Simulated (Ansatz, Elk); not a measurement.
## ZnAs2Rh2: X-ray structure factors from the self-consistent density

The structure of ZnAs2Rh2 used here is made up (a known structure type with other elements) and was relaxed beforehand with PBE. The aim is the Fourier transform of its all-electron density, F(hkl), set beside the sum over free spherical atoms that refinements use.

Calculated with Elk 11.2.3 (patched build); DFT, PBE, all-electron APW+lo, Dirac cores, scalar-relativistic bands, static density, no spin.

The structure was built from a prototype and need not be the compound's stable phase.

**1. The structure**

The structure is tetragonal, space group I4/mmm (No. 139). Conventional cell: a = 4.397 Å, b = 4.397 Å, c = 9.082 Å, α = 90.00°, β = 90.00°, γ = 90.00°. Rh has 4 As at 2.44 Å and 4 Rh at 3.11 Å and 4 Zn at 3.16 Å nearest. As has 1 As at 2.42 Å and 4 Rh at 2.44 Å nearest. Nearest to Zn lie 8 Rh at 3.16 Å. Farther neighbours are not listed.

**2. Ground state and structure factors**

An all-electron density is needed, since X-rays see the cores too. Task 0 finds the density and task 195 Fourier-transforms it; tshift is off so that phases refer to the origin typed.

File elk.in:

```
tasks
  0
  195

xctype
  20

spinpol
  .false.

rgkmax
  7.0

gmaxvr
  14.0

lmaxo
  7

lmaxapw
  8

swidth
  0.002

tshift
  .false.

ramdisk
  .false.

hmaxvr
  5.5

maxscl
  120

epspot
  1e-06

sppath
  './'

avec
  -4.15437743030 4.15437743030 8.58164892261
  4.15437743030 -4.15437743030 8.58164892261
  4.15437743030 4.15437743030 -8.58164892261

atoms
  3
  'Rh.in'
  2
  0.2500000000 0.7500000000 0.5000000000   0.000000 0.000000 0.000000
  0.7500000000 0.2500000000 0.5000000000   0.000000 0.000000 0.000000
  'As.in'
  2
  0.3665410710 0.3665410710 -0.0000000000   0.000000 0.000000 0.000000
  0.6334589290 0.6334589290 -0.0000000000   0.000000 0.000000 0.000000
  'Zn.in'
  1
  -0.0000000000 -0.0000000000 -0.0000000000   0.000000 0.000000 0.000000

ngridk
  7 7 7
```

On the command line:

```console
> OMP_NUM_THREADS=4 elk
```

Numbers of over 12 decimals in the logs are rounded to 6 here.

Output:

```text
┌─────────────────────────┐
│ Elk code version 11.2.3 │
└─────────────────────────┘

All units are atomic (Hartree, Bohr, etc.)

┌─────────────────────────────────────────────────┐
│ Ground-state run starting from atomic densities │
└─────────────────────────────────────────────────┘

Lattice vectors :
  -4.154377430       4.154377430       8.581648923
   4.154377430      -4.154377430       8.581648923
   4.154377430       4.154377430      -8.581648923

Reciprocal lattice vectors :
 -0.1670831992E-16  0.7562126230      0.3660826354
  0.7562126230     -0.1670831992E-16  0.3660826354
  0.7562126230      0.7562126230      0.1692650792E-16

Unit cell volume      :    592.4376290
Brillouin zone volume :   0.4186942242

Muffin-tin inner radius fraction :   0.1000000000E-01

Nuclei treated as point charges

Species : 1 (Rh)
 parameters loaded from : Rh.in
 name : rhodium
 nuclear charge    :   -45.00000000
 electronic charge :    45.00000000
 atomic mass :    187585.2511
 muffin-tin radius :    2.371632449
 number of radial points in muffin-tin :   1193
 inner part over the whole radius :   0.9930393513E-02
 number on inner part of muffin-tin    :    847
 approximate nuclear radius :   0.8524867730E-04
 number of mesh points to nuclear radius :    425
 atomic positions (lattice), magnetic fields (Cartesian) :
  1 :   0.25000000 -0.25000000  0.50000000    0.00000000  0.00000000  0.00000000
  2 :  -0.25000000  0.25000000  0.50000000    0.00000000  0.00000000  0.00000000

Species : 2 (As)
 parameters loaded from : As.in
 name : arsenic
 nuclear charge    :   -33.00000000
 electronic charge :    33.00000000
 atomic mass :    136573.7220
 muffin-tin radius :    2.189199183
 number of radial points in muffin-tin :    993
 inner part over the whole radius :   0.9972979083E-02
 number on inner part of muffin-tin    :    701
 approximate nuclear radius :   0.7712558785E-04
 number of mesh points to nuclear radius :    343
 atomic positions (lattice), magnetic fields (Cartesian) :
  1 :   0.36654107  0.36654107  0.00000000    0.00000000  0.00000000  0.00000000
  2 :  -0.36654107 -0.36654107  0.00000000    0.00000000  0.00000000  0.00000000

Species : 3 (Zn)
 parameters loaded from : Zn.in
 name : zinc
 nuclear charge    :   -30.00000000
 electronic charge :    30.00000000
 atomic mass :    119233.3130
 muffin-tin radius :    2.400000000
 number of radial points in muffin-tin :    993
 inner part over the whole radius :   0.9843840322E-02
 number on inner part of muffin-tin    :    701
 approximate nuclear radius :   0.7484757725E-04
 number of mesh points to nuclear radius :    337
 atomic positions (lattice), magnetic fields (Cartesian) :
  1 :   0.00000000  0.00000000  0.00000000    0.00000000  0.00000000  0.00000000

Total number of atoms per unit cell :    5
Total muffin-tin volume :    257.5563165
 ratio of muffin-tin to unit cell volume :   0.4347399691

Spin treatment :
 spin-unpolarised

Number of Bravais lattice symmetries :   16
Number of crystal symmetries         :   16
Crystal has inversion symmetry
Real symmetric eigensolver will be used

k-point grid :      7     7     7
k-point offset :    0.000000000       0.000000000       0.000000000
k-point set is reduced with full crystal symmetry group
Total number of k-points :       40

Muffin-tin radius times maximum |G+k| :    7.000000000
 using average radius
Maximum |G+k| for APW functions       :    3.037755852
Maximum (1/2)|G+k|²                   :    4.613980307
Maximum |G| for potential and density :    14.00000000
Constant for pseudocharge density :    8
 order of it for each species :   15  15  15
 order of it for pair densities of each species (exact exchange by exxq0 0: 16) :   10   8  11
Radial integration step length :    1

G-vector grid sizes :     48    48    48
Number of G-vectors :    27391

Maximum angular momentum used for
 APW functions            :    8
 outer part of muffin-tin :    7
 inner part of muffin-tin :    2

Total nuclear charge    :   -186.0000000
[...]
correlation                 :     -9.513097
 electron entropic           :    -0.12358230951911E-02
 total energy                :     -15890.275686242

Density of states at Fermi energy :    95.99799996
 (states/Hartree/unit cell)

Estimated indirect band gap :   0.1676149296E-02
 from k-point 2 to k-point 25
Estimated direct band gap   :   0.1014749270E-01
 at k-point 21

Charges :
 core                        :    104.0000000
 valence                     :    82.00000000
 interstitial                :    8.742972239
 muffin-tins (core leakage)
  species : 1 (Rh)
   atom 1                    :    43.37767981     ( -0.2239695469E-06)
[...]
species : 2 (As)
[...]
species : 3 (Zn)
[...]
total in muffin-tins        :    177.2570278
 total calculated charge     :    185.9988962
 total charge                :    186.0000000
 error                       :   0.1103773036E-02

RMS change in Kohn-Sham potential (target) :   0.1469917262     (  0.1000000000E-05)
Absolute change in total energy (target)   :   0.1779048551     (  0.1000000000E-03)

[... loops 3 to 15 left out ...]

┌──────────────────┐
│ Loop number : 16 │
└──────────────────┘

Energies :
 Fermi                       :     0.291181
 sum of occupied eigenvalues :     -9350.3223303197
 electron kinetic            :      16428.386884519
 core electron kinetic       :      15550.170016951
 Coulomb                     :     -31799.771681796
 Coulomb potential           :     -25104.649700096
 nuclear-nuclear             :     -1976.3264326290
 electron-nuclear            :     -34594.583433763
 Hartree                     :      4771.1381845953
 Madelung                    :     -19247.446831749
 xc potential                :     -674.05951474285
 exchange                    :     -507.93678313459
 correlation                 :     -9.512571
 electron entropic           :    -0.11387266119746E-02
 total energy                :     -15888.835289806

Density of states at Fermi energy :    86.17413853
 (states/Hartree/unit cell)

Estimated indirect band gap :   0.2261773181E-02
 from k-point 21 to k-point 25
Estimated direct band gap   :   0.6838346006E-02
 at k-point 13

Charges :
 core                        :    104.0000000
 valence                     :    82.00000000
 interstitial                :    8.456448403
 muffin-tins (core leakage)
  species : 1 (Rh)
[...]
species : 2 (As)
[...]
species : 3 (Zn)
[...]
total in muffin-tins        :    177.5435516
 total calculated charge     :    185.9989512
 total charge                :    186.0000000
 error                       :   0.1048832828E-02

RMS change in Kohn-Sham potential (target) :   0.1073350277E-06 (  0.1000000000E-05)
Absolute change in total energy (target)   :   0.3244837899E-04 (  0.1000000000E-03)

Convergence targets achieved

┌──────────────────┐
│ Loop number : 17 │
└──────────────────┘

Energies :
 Fermi                       :     0.291181
 sum of occupied eigenvalues :     -9350.3223338416
 electron kinetic            :      16428.386883725
 core electron kinetic       :      15550.170013784
 Coulomb                     :     -31799.771686353
 Coulomb potential           :     -25104.649696172
 nuclear-nuclear             :     -1976.3264326290
 electron-nuclear            :     -34594.583446889
 Hartree                     :      4771.1381931647
 Madelung                    :     -19247.446838267
 xc potential                :     -674.05952139407
 exchange                    :     -507.93678348176
 correlation                 :     -9.512571
 electron entropic           :    -0.11387266139495E-02
 total energy                :     -15888.835295499

Density of states at Fermi energy :    86.17413893
 (states/Hartree/unit cell)

Estimated indirect band gap :   0.2261775892E-02
 from k-point 21 to k-point 25
Estimated direct band gap   :   0.6838344551E-02
 at k-point 13

Charges :
 core                        :    104.0000000
 valence                     :    82.00000000
 interstitial                :    8.456447992
 muffin-tins (core leakage)
  species : 1 (Rh)
[...]
species : 2 (As)
   atom 1                    :    30.95388742     (  0.5154815425E-03)
   atom 2                    :    30.95388742     (  0.5154815425E-03)
  species : 3 (Zn)
   atom 1                    :    28.64900843     (  0.7925503645E-04)
 total in muffin-tins        :    177.5435520
 total calculated charge     :    185.9989512
 total charge                :    186.0000000
 error                       :   0.1048832815E-02

┌──────────────────────────────┐
│ Self-consistent loop stopped │
└──────────────────────────────┘

Warning : core states of species 2 leak from the muffin-tin :   0.5154815425E-03

Wrote STATE.OUT
```

The job ended after 44 s (4 threads of Arm Neoverse V2, shared host; peak memory 0.23 GiB).

SFACRHO.OUT:

```text

h k l indices transformed by vhmat matrix:
   1.000000000       0.000000000       0.000000000    
   0.000000000       1.000000000       0.000000000    
   0.000000000       0.000000000       1.000000000    

      h      k      l  multipl.   |H|            Re(F)            Im(F)           |F|

      0      0      0      1   0.0000000       186.00000      0.95943575E-16   186.00000    
      1      1     -1      2  0.73216527      -61.618961     -0.45274353E-13   61.618961    
      0     -1      0      8  0.84016310      -12.395273     -0.16905765E-17   12.395273    
      1     -1      0      4   1.0694461       4.6403844      0.26353955E-16   4.6403844    
     -1     -1      0      8   1.2960637       91.206698     -0.45246847E-13   91.206698    
     -2     -1      1      8   1.3334189       66.608222      0.69670674E-17   66.608222    
     -2     -2      2      2   1.4643305       43.042139     -0.78030573E-13   43.042139    
     -1      1      1      4   1.5124252       142.11024     -0.10857549E-13   142.11024    
     -2      0      0      8   1.6803262      -48.694621      0.28708337E-13   48.694621    
      1     -2      0     16   1.7301168      -10.095569     -0.38763993E-18   10.095569    
     -2     -2      3      8   1.8132785      -88.298801      0.13777374E-12   88.298801    
     -3     -2      2      8   1.9804721       43.095248      0.29931755E-16   43.095248    
      0     -3      2     16   2.0162927       56.885551     -0.20645976E-14   56.885551    
     -1     -3      3      8   2.1051589       36.446465     -0.10173127E-12   36.446465    
      0      0     -2      4   2.1388923       123.10661      0.14343549E-13   123.10661    
     -3     -3      3      2   2.1964958      -24.980033      0.12747693E-12   24.980033    
      1      1     -3      8   2.2607358      -42.821111     -0.20555495E-13   42.821111    
      2     -1     -2      8   2.2979848      -9.4181226      0.40268512E-16   9.4181226
```

Elk indexes on the primitive cell of elk.in and gives |H| = 4π sin θ/λ in inverse bohr. Below, one row stands for each form hkl of the conventional cell (m members, Friedel mates merged), F is for one primitive cell and the density is static (no thermal factor). Free-atom factors are Waasmaier and Kirfel's, and R is Σm||F|−|F'||/Σm|F|.

| hkl | m | sin θ/λ (Å⁻¹) | abs F, DFT | neutral atoms | diff. |
| --- | --- | --- | --- | --- | --- |
| 002 | 2 | 0.110 | 61.619 | 61.377 | +0.242 |
| 101 | 8 | 0.126 | 12.395 | 12.241 | +0.154 |
| 110 | 4 | 0.161 | 4.640 | 4.615 | +0.026 |
| 112 | 8 | 0.195 | 91.207 | 91.620 | -0.413 |
| 103 | 8 | 0.201 | 66.608 | 66.734 | -0.125 |
| 004 | 2 | 0.220 | 43.042 | 43.627 | -0.585 |
| 200 | 4 | 0.227 | 142.110 | 142.701 | -0.591 |
| 202 | 8 | 0.253 | 48.695 | 49.003 | -0.308 |
| 211 | 16 | 0.260 | 10.096 | 10.024 | +0.072 |
| 114 | 8 | 0.273 | 88.299 | 88.618 | -0.319 |
| 105 | 8 | 0.298 | 43.095 | 43.456 | -0.361 |
| 213 | 16 | 0.303 | 56.886 | 57.307 | -0.421 |
| 204 | 8 | 0.317 | 36.447 | 36.491 | -0.045 |
| 220 | 4 | 0.322 | 123.107 | 123.388 | -0.281 |
| 006 | 2 | 0.330 | 24.980 | 25.144 | -0.164 |
| 222 | 8 | 0.340 | 42.821 | 42.826 | -0.005 |
| 301 | 8 | 0.346 | 9.418 | 9.338 | +0.081 |
| 310 | 8 | 0.360 | 4.294 | 4.578 | -0.283 |

**3. The highest occupied states alone**

An energy window below the Fermi level keeps the highest occupied states, to see at which angles they scatter; shallow core shells can lie inside it and anion s states outside. No new self-consistency is needed.

Changes to elk.in since step 2:

```diff
@@ -1,3 +1,2 @@
 tasks
-  0
   195
@@ -40,2 +39,5 @@
 
+wsfac
+  -0.260060 0.591180
+
 sppath
```

On the command line:

```console
> OMP_NUM_THREADS=4 elk
```

Output:

```text
┌─────────────────────────────────┐
│ Elk code version 11.2.3 started │
└─────────────────────────────────┘

Info(readinput): the functional depends on the density's gradient
 muffin-tin radial points multiplied by    2.00000
 (not where nrmtscf is given)

┌────────────────────┐
│ Current task : 195 │
└────────────────────┘
Info(checkmt): changed muffin-tin radius of species 1 (Rh) from   2.6000 to   2.3716
Info(checkmt): changed muffin-tin radius of species 2 (As) from   2.4000 to   2.1892

Info(sfacrho): density structure factors written to SFACRHO.OUT

 Energy window :  -0.2600600000      0.5911800000

┌──────────────────┐
│ Elk code stopped │
└──────────────────┘
```

Elapsed: 10 s, on 4 threads; peak memory 0.16 GiB; 14 s of CPU time.

States within 15 eV below the Fermi level hold 40.00 electrons; any levels below the window count with the cores. Their amplitudes can exceed the total, where window and core parts have opposite phase:

| hkl | sin θ/λ (Å⁻¹) | abs F, window | abs F, all |
| --- | --- | --- | --- |
| 002 | 0.110 | 3.716 | 61.619 |
| 101 | 0.126 | 6.155 | 12.395 |
| 110 | 0.161 | 2.331 | 4.640 |
| 112 | 0.195 | 14.578 | 91.207 |
| 103 | 0.201 | 8.854 | 66.608 |
| 004 | 0.220 | 11.544 | 43.042 |
| 200 | 0.227 | 13.074 | 142.110 |
| 202 | 0.253 | 2.241 | 48.695 |
| 211 | 0.260 | 6.012 | 10.096 |
| 114 | 0.273 | 2.470 | 88.299 |

(Part 1 of 2 ends here.)

[Logs are printed without paths, hosts, clocks, repeated set-up lines and the standing remarks that a program may print on its own settings, such as how far it seeks lower states.]

[Hosts, paths, dates, database ids (printed as entryN), source tags and the programs' standing remarks are cut or masked in the printed files.]
